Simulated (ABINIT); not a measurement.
# Ba2MgH6 (P-3m1): making up for missing bands

Wanted: gap and time of Ba2MgH6 (P-3m1) with truncated and completed band sums.

Program: ABINIT 10.8.3. Level of theory: LDA and many-body steps on it, plane waves. Values are calculated unless marked as measured.

### Step 1. Set-up

It takes space group P-3m1 (No. 164, trigonal). The conventional cell has a = 5.718 Å, b = 5.718 Å, c = 4.538 Å, α = 90.00°, β = 90.00°, γ = 120.00°. Nearest to Ba lie 12 H at 2.75 to 2.87 Å. Nearest to Mg lie 6 H at 1.97 Å. Nearest to H lie 1 Mg at 1.97 Å and 4 H at 2.65 to 2.80 Å and 4 Ba at 2.75 to 2.87 Å. Farther neighbours, and contacts between anions beyond the nearest, are not listed.

As a file:

```cif
data_structure
_symmetry_space_group_name_H-M 'P 1'
_symmetry_Int_Tables_number 1
_cell_length_a 5.7178
_cell_length_b 5.7178
_cell_length_c 4.5383
_cell_angle_alpha 90.000
_cell_angle_beta 90.000
_cell_angle_gamma 120.000
_cell_volume 128.49
loop_
_atom_site_label
_atom_site_type_symbol
_atom_site_fract_x
_atom_site_fract_y
_atom_site_fract_z
_atom_site_occupancy
Ba1 Ba 0.66667 0.33333 0.26704 1
Ba2 Ba 0.33333 0.66667 0.73296 1
Mg3 Mg 0.00000 0.00000 0.00000 1
H4 H 0.82963 0.65927 0.77533 1
H5 H 0.82963 0.17037 0.77533 1
H6 H 0.34073 0.17037 0.77533 1
H7 H 0.17037 0.34073 0.22467 1
H8 H 0.17037 0.82963 0.22467 1
H9 H 0.65927 0.82963 0.22467 1
```

The cell and positions are those that the Materials Project relaxed with its own functionals (PBE, PBE+U or r2SCAN), kept fixed.

### Step 2. Empty states on the mesh, 3×3×2 mesh, 125 bands

This step: ABINIT 10.8.3; DFT, LDA, plane waves, norm-conserving pseudopotentials.

The sums over transitions need many empty states on a uniform mesh; this step solves for them.

run.abi reads:

```
acell 3*1.0 Angstrom
rprim 
  5.717818886904 0.000000000024 0.000000000000
  -2.858909443473 4.951776410285 0.000000000000
  0.000000000000 0.000000000000 4.538310090000
ntypat 3
znucl 56 12 1
natom 9
typat 1 1 2 3 3 3 3 3 3
xred 
  0.666666666667 0.333333333333 0.267038260000
  0.333333333333 0.666666666667 0.732961740000
  0.000000000000 0.000000000000 0.000000000000
  0.829634400000 0.659268800000 0.775326710000
  0.829634400000 0.170365600000 0.775326710000
  0.340731200000 0.170365600000 0.775326710000
  0.170365600000 0.340731200000 0.224673290000
  0.170365600000 0.829634400000 0.224673290000
  0.659268800000 0.829634400000 0.224673290000
pp_dirpath "pseudos"
pseudos "Ba.upf, Mg.upf, H.upf"
ecut 38
ngkpt 3 3 2
nshiftk 1
shiftk 0 0 0
kptopt 1
chksymbreak 0
iscf -2
irdden 1
istwfk *1
nband 125
nbdbuf 10
tolwfr 1e-09
nstep 60
prtvol 0
indata_prefix "in"
outdata_prefix "out"
tmpdata_prefix "tmp"
```

The run is started by

```sh
$ OMP_NUM_THREADS=1 mpirun -n 4 abinit run.abi > log
```

The program printed:

```text
.Version 10.8.3 of ABINIT. v10.8.2 released Aug 2026.

 Symmetries : space group P-3 m 1 (#164); Bravais hP (primitive hexag.)
[... echo of the input left out ...]
== DATASET  1 ==================================================================
-   mpi_nproc: 4, omp_nthreads: 1 (-1 if OMP is not activated)

--- !DatasetInfo
iteration_state: {dtset: 1, }
dimensions: {natom: 9, nkpt: 6, mband: 125, nsppol: 1, nspinor: 1, nspden: 1, mpw: 9726, }
cutoff_energies: {ecut:  38.0, pawecutdg:  -1.0, }
[...]
1.53629    1.54894    1.56355    1.57697    1.59641    1.59641    1.60767    1.61544
   1.61544    1.62750    1.62750    1.63423    1.65284    1.65284    1.66052    1.67482
   1.68025    1.68026    1.68514    1.68516    1.68799
 prteigrs : prtvol=0 or 1, do not print more k-points.

== END DATASET(S) ==============================================================
================================================================================

 -outvars: echo values of variables after computation  --------
            nband         125
             nkpt           6
          spgroup         164
 [... the other variables as echoed above ...]

 Calculation completed.
```

Elapsed: 78 s, on 4 MPI ranks of Arm Neoverse V1, shared host; peak memory 0.45 GiB; 5.2 min of CPU time.

This step gave:

* gap: 2.607 eV
* k of the valence top: 0.3333, 0, 0
* k of the conduction bottom: 0, 0, 0
* least direct gap: 2.729 eV
* k points computed: 6
* lowest point of the top converged band, above the valence top: 40.98 eV

On this mesh the gap is 2.607 eV.

The density comes from a self-consistent run that is not shown.

### Step 3. Screening, 3×3×2 mesh, 115 bands, screening to 122.5 eV

The RPA dielectric matrix is built and inverted for each q.

This step: RPA screening on LDA, plane waves, norm-conserving pseudopotentials.

Changes to run.abi since step 2:

```diff
@@ -27,10 +27,11 @@
 chksymbreak 0
-iscf -2
-irdden 1
 istwfk *1
-nband 125
-nbdbuf 10
-tolwfr 1e-09
-nstep 60
-prtvol 0
+occopt 1
+irdwfk 1
+optdriver 3
+nband 115
+ecuteps 4.5
+inclvkb 2
+awtr 1
+symchi 1
 indata_prefix "in"
```

The program printed:

```text
.Version 10.8.3 of ABINIT. v10.8.2 released Aug 2026.

 Symmetries : space group P-3 m 1 (#164); Bravais hP (primitive hexag.)
[... echo of the input left out ...]
== DATASET  1 ==================================================================
-   mpi_nproc: 4, omp_nthreads: 1 (-1 if OMP is not activated)

--- !DatasetInfo
iteration_state: {dtset: 1, }
dimensions: {natom: 9, nkpt: 6, mband: 115, nsppol: 1, nspinor: 1, nspden: 1, mpw: 9726, }
cutoff_energies: {ecut:  38.0, pawecutdg:  -1.0, }
electrons: {nelect:   3.60000000E+01, charge:   0.00000000E+00, occopt:   1.00000000E+00, tsmear:   1.00000000E-02, }

 SCREENING: Calculation of the susceptibility and dielectric matrices

 Based on a program developped by R.W. Godby, V. Olevano, G. Onida, and L. Reining.
 Incorporated in ABINIT by V. Olevano, G.-M. Rignanese, and M. Torrent.
.Using double precision arithmetic ; gwpc =  8

[... cell and pseudopotentials left out ...]
--------------------------------------------------------------------------------

 ==== K-mesh for the wavefunctions ====
 Number of points in the irreducible wedge :     6
[... list of points left out ...]
 Together with 12 symmetry operations and time-reversal symmetry
 yields    18 points in the full Brillouin Zone.

 ==== Q-mesh for the screening function ====
 Number of points in the irreducible wedge :     6
[... list of points left out ...]
 Together with 12 symmetry operations and time-reversal symmetry
 yields    18 points in the full Brillouin Zone.

 setmesh: FFT mesh size selected  =    36x   36x   32
          total number of points  =        41472

 vcoul_init : cutoff-mode = AUXILIARY_FUNCTION
 q-points for optical limit:   1
     1)      0.000010    0.000020    0.000030

- screening: taking advantage of time-reversal symmetry
- Maximum band index for partially occupied states nbvw = 18
- Remaining bands to be divided among processors   nbcw = 97
- Number of bands treated by each node ~24

 Number of electrons calculated from density =   36.0000; Expected =   36.0000
 average of density, n =  0.041516
 r_s =    1.7916
 omega_plasma =   19.6547 [eV]

 calculating chi0 at frequencies [eV] :
  1    0.000000E+00    0.000000E+00
  2    0.000000E+00    1.965467E+01

--------------------------------------------------------------------------------
  q-point number  1        q = ( 0.000000, 0.000000, 0.000000) [r.l.u.]
--------------------------------------------------------------------------------
[... chi0 elements left out ...]
 For q-point:  0.000010 0.000020 0.000030
  dielectric constant =   6.1205
  dielectric constant without local fields =   6.8364

  Average fulfillment of the sum rule on Im[epsilon] for q-point    1 :     67.43  [%]
[... wings left out ...]
  q-point number  2        q = ( 0.333333, 0.000000, 0.000000) [r.l.u.]
--------------------------------------------------------------------------------
[... chi0 elements left out ...]
  Average fulfillment of the sum rule on Im[epsilon] for q-point    2 :     75.58  [%]

 [... 4 further q-points ...]
```

Run time: 43 s. Hardware: 4 MPI ranks; peak memory 1.4 GiB.

Read from the output:

| Quantity | Value |
| --- | --- |
| ε∞ with local fields, on this mesh | 6.120 |
| ε∞ without local fields, on this mesh | 6.836 |
| plasma frequency | 19.65 eV |
| plane waves in the screening matrix | 381 |

Local fields lower ε∞ by 10 %. On a Γ-centred mesh this coarse the value itself is usually too large, while a short band sum pulls it down.

### Step 4. 115 bands

The self-energy is evaluated for the states that the input lists, and the quasiparticle equation is solved.

This step: G0W0 on LDA, plane waves, norm-conserving pseudopotentials.

Changes to run.abi since step 3:

```diff
@@ -30,8 +30,17 @@
 irdwfk 1
-optdriver 3
+optdriver 4
 nband 115
+gwcalctyp 0
+ecutsigx 38
+symsigma 1
+nkptgw 2
+kptgw 
+  0.3333333333 0.0000000000 0.0000000000
+  0.0000000000 0.0000000000 0.0000000000
+bdgw 
+  17 20
+  17 21
 ecuteps 4.5
-inclvkb 2
-awtr 1
-symchi 1
+irdscr 1
+ppmodel 1
 indata_prefix "in"
```

The program printed:

```text
.Version 10.8.3 of ABINIT. v10.8.2 released Aug 2026.

 Symmetries : space group P-3 m 1 (#164); Bravais hP (primitive hexag.)
[... echo of the input left out ...]
== DATASET  1 ==================================================================
-   mpi_nproc: 4, omp_nthreads: 1 (-1 if OMP is not activated)

--- !DatasetInfo
iteration_state: {dtset: 1, }
dimensions: {natom: 9, nkpt: 6, mband: 115, nsppol: 1, nspinor: 1, nspden: 1, mpw: 9726, }
cutoff_energies: {ecut:  38.0, pawecutdg:  -1.0, }
electrons: {nelect:   3.60000000E+01, charge:   0.00000000E+00, occopt:   1.00000000E+00, tsmear:   1.00000000E-02, }

 SIGMA: Calculation of the GW corrections

 Based on a program developped by R.W. Godby, V. Olevano, G. Onida, and L. Reining.
 Incorporated in ABINIT by V. Olevano, G.-M. Rignanese, and M. Torrent.
.Using double precision arithmetic ; gwpc =  8

[... cell and pseudopotentials left out ...]
--------------------------------------------------------------------------------

 ==== K-mesh for the wavefunctions ====
 Number of points in the irreducible wedge :     6
[... list of points left out ...]
 Together with 12 symmetry operations and time-reversal symmetry
 yields    18 points in the full Brillouin Zone.

 ==== Q-mesh for screening function ====
 Number of points in the irreducible wedge :     6
[... list of points left out ...]
 Together with 12 symmetry operations and time-reversal symmetry
 yields    18 points in the full Brillouin Zone.

 vcoul_init : cutoff-mode = AUXILIARY_FUNCTION
 q-points for optical limit:   1
     1)      0.000010    0.000020    0.000030
 setmesh: FFT mesh size selected  =    54x   54x   48
          total number of points  =       139968

 Number of electrons calculated from density =   36.0000; Expected =   36.0000
 average of density, n =  0.041516
 r_s =    1.7916
 omega_plasma =   19.6547 [eV]

 === KS Band Gaps ===
  >>>> For spin  1
   Minimum direct gap =   2.7286 [eV], located at k-point      :   0.0000  0.0000  0.0000
   Fundamental gap    =   2.6073 [eV], Top of valence bands at :   0.3333  0.0000  0.0000
                                       Bottom of conduction at :   0.0000  0.0000  0.0000
 SIGMA fundamental parameters:
 PLASMON POLE MODEL  1
 number of plane-waves for SigmaX                 9653
 number of plane-waves for SigmaC and W            381
 number of plane-waves for wavefunctions          9653
 number of bands                                   115
 number of independent spin polarizations            1
 number of spinorial components                      1
 number of k-points in IBZ                           6
 number of q-points in IBZ                           6
 number of symmetry operations                      12
 number of k-points in BZ                           18
 number of q-points in BZ                           18
 number of frequencies for dSigma/dE                 9
 frequency step for dSigma/dE [eV]                0.25
 number of omega for Sigma on real axis              0
 max omega for Sigma on real axis  [eV]           0.00
 zcut for avoiding poles [eV]                     0.10

 EPSILON^-1 parameters (SCR file):
 dimension of the eps^-1 matrix on file            381
 dimension of the eps^-1 matrix used               381
 number of plane-waves for wavefunctions          9653
 number of bands                                   115
 number of q-points in IBZ                           6
 number of frequencies                               2
 number of real frequencies                          1
 number of imag frequencies                          1

 matrix elements of self-energy operator (all in [eV])

 Perturbative Calculation

--- !SelfEnergy_ee
iteration_state: {dtset: 1, }
kpoint     : [   0.333,    0.000,    0.000, ]
spin       : 1
KS_gap     :    3.236
QP_gap     :    4.922
Delta_QP_KS:    1.687
data: !SigmaeeData |
     Band     E0 <VxcDFT>   SigX SigC(E0)      Z dSigC/dE  Sig(E)    E-E0       E
       17   2.791 -10.749 -13.691   2.051   0.779  -0.283 -11.444  -0.695   2.096
       18   3.309 -10.983 -13.836   1.957   0.782  -0.279 -11.683  -0.700   2.609
       19   6.545  -9.314  -4.491  -3.615   0.817  -0.225  -8.328   0.986   7.531
       20   6.673  -9.659  -4.626  -3.744   0.814  -0.229  -8.610   1.049   7.723

--- !SelfEnergy_ee
iteration_state: {dtset: 1, }
kpoint     : [   0.000,    0.000,    0.000, ]
spin       : 1
KS_gap     :    2.729
QP_gap     :    4.308
Delta_QP_KS:    1.579
data: !SigmaeeData |
     Band     E0 <VxcDFT>   SigX SigC(E0)      Z dSigC/dE  Sig(E)    E-E0       E
       17   3.188 -10.948 -13.800   1.979   0.782  -0.278 -11.631  -0.683   2.505
       18   3.188 -10.948 -13.800   1.979   0.782  -0.278 -11.631  -0.683   2.505
       19   5.916  -9.024  -4.632  -3.301   0.821  -0.218  -8.128   0.896   6.812
       20   7.049  -9.780  -4.575  -3.860   0.812  -0.231  -8.688   1.092   8.141
       21   7.049  -9.780  -4.575  -3.860   0.812  -0.231  -8.688   1.092   8.141

== END DATASET(S) ==============================================================
================================================================================

 -outvars: echo values of variables after computation  --------
           etotal      0.0000000000E+00
            nband         115
             nkpt           6
          spgroup         164
 [... the other variables as echoed above ...]

 Calculation completed.
```

Run time: 20 s. Hardware: 4 MPI ranks; peak memory 1.1 GiB; 79 s of CPU time.

This step gave:

```
G0W0 gap on the mesh                         : 4.203 eV
starting gap on the mesh                     : 2.607 eV
k of the valence top                         : 0.3333, 0, 0
k of the conduction bottom                   : 0, 0, 0
Z at the valence top                         : 0.782
Z at the conduction bottom                   : 0.821
least direct G0W0 gap on the computed points : 4.307 eV
```

The gap on the mesh goes from 2.61 eV to 4.20 eV, a correction of +1.60 eV.

### Step 5. Screening, 3×3×2 mesh, 26 bands, screening to 122.5 eV

This step: RPA screening on LDA, plane waves, norm-conserving pseudopotentials.

Changes to run.abi since step 4:

```diff
@@ -30,17 +30,8 @@
 irdwfk 1
-optdriver 4
-nband 115
-gwcalctyp 0
-ecutsigx 38
-symsigma 1
-nkptgw 2
-kptgw 
-  0.3333333333 0.0000000000 0.0000000000
-  0.0000000000 0.0000000000 0.0000000000
-bdgw 
-  17 20
-  17 21
+optdriver 3
+nband 26
 ecuteps 4.5
-irdscr 1
-ppmodel 1
+inclvkb 2
+awtr 1
+symchi 1
 indata_prefix "in"
```

The program printed:

```text
.Version 10.8.3 of ABINIT. v10.8.2 released Aug 2026.

 Symmetries : space group P-3 m 1 (#164); Bravais hP (primitive hexag.)
[... echo of the input left out ...]
== DATASET  1 ==================================================================
-   mpi_nproc: 4, omp_nthreads: 1 (-1 if OMP is not activated)

--- !DatasetInfo
iteration_state: {dtset: 1, }
dimensions: {natom: 9, nkpt: 6, mband: 26, nsppol: 1, nspinor: 1, nspden: 1, mpw: 9726, }
cutoff_energies: {ecut:  38.0, pawecutdg:  -1.0, }
electrons: {nelect:   3.60000000E+01, charge:   0.00000000E+00, occopt:   1.00000000E+00, tsmear:   1.00000000E-02, }

 SCREENING: Calculation of the susceptibility and dielectric matrices

 Based on a program developped by R.W. Godby, V. Olevano, G. Onida, and L. Reining.
 Incorporated in ABINIT by V. Olevano, G.-M. Rignanese, and M. Torrent.
.Using double precision arithmetic ; gwpc =  8

[... cell and pseudopotentials left out ...]
--------------------------------------------------------------------------------

 ==== K-mesh for the wavefunctions ====
 Number of points in the irreducible wedge :     6
[... list of points left out ...]
 Together with 12 symmetry operations and time-reversal symmetry
 yields    18 points in the full Brillouin Zone.

 ==== Q-mesh for the screening function ====
 Number of points in the irreducible wedge :     6
[... list of points left out ...]
 Together with 12 symmetry operations and time-reversal symmetry
 yields    18 points in the full Brillouin Zone.

 setmesh: FFT mesh size selected  =    36x   36x   32
          total number of points  =        41472

 vcoul_init : cutoff-mode = AUXILIARY_FUNCTION
 q-points for optical limit:   1
     1)      0.000010    0.000020    0.000030

- screening: taking advantage of time-reversal symmetry
- Maximum band index for partially occupied states nbvw = 18
- Remaining bands to be divided among processors   nbcw = 8
- Number of bands treated by each node ~2

 Number of electrons calculated from density =   36.0000; Expected =   36.0000
 average of density, n =  0.041516
 r_s =    1.7916
 omega_plasma =   19.6547 [eV]

 calculating chi0 at frequencies [eV] :
  1    0.000000E+00    0.000000E+00
  2    0.000000E+00    1.965467E+01

--------------------------------------------------------------------------------
  q-point number  1        q = ( 0.000000, 0.000000, 0.000000) [r.l.u.]
--------------------------------------------------------------------------------
[... chi0 elements left out ...]
 For q-point:  0.000010 0.000020 0.000030
  dielectric constant =   5.6730
  dielectric constant without local fields =   6.1667

  Average fulfillment of the sum rule on Im[epsilon] for q-point    1 :     12.02  [%]
[... wings left out ...]
  q-point number  2        q = ( 0.333333, 0.000000, 0.000000) [r.l.u.]
--------------------------------------------------------------------------------
[... chi0 elements left out ...]
  Average fulfillment of the sum rule on Im[epsilon] for q-point    2 :     28.49  [%]

 [... 4 further q-points ...]
```

Run time: 7.1 s. Hardware: 4 MPI ranks; peak memory 0.94 GiB.

This step gave:

- ε∞ with local fields, on this mesh: 5.673
- ε∞ without local fields, on this mesh: 6.167
- plasma frequency: 19.65 eV
- plane waves in the screening matrix: 381

(Part 1 of 2 ends here.)

[Long decimals in the printed logs are rounded to 6 places.]

[Logs are printed without paths, hosts, clocks, repeated set-up lines and the standing remarks that a program may print on its own settings, such as how far it seeks lower states.]

[Paths, hosts, dates, memory and timing lines, banners, echoed tables and standing remarks are left out of the program output; an Ansatz launch command may be rebuilt from the run's recorded settings. Measured values are a selection of at most five: reports struck by readers or far from the other reports are left out. None is set beside runs whose start may be inverted or whose files or cutoffs have a known fault.]

[Runs of the session that timed out or met a known fault of the program may be left out.]

[Hosts, paths, dates, database ids (printed as entryN), source tags and the programs' standing remarks are cut or masked in the printed files.]

[G0W0 gaps are taken among the corrected bands and points alone; a level outside them can change the order at an edge.]

[Where Ansatz stands beside ABINIT at settings called matched, ABINIT's density can come from a denser mesh and the files from another edition; pairs whose starting gaps differed by over 0.03 eV were left out, so agreement reads better than it is.]
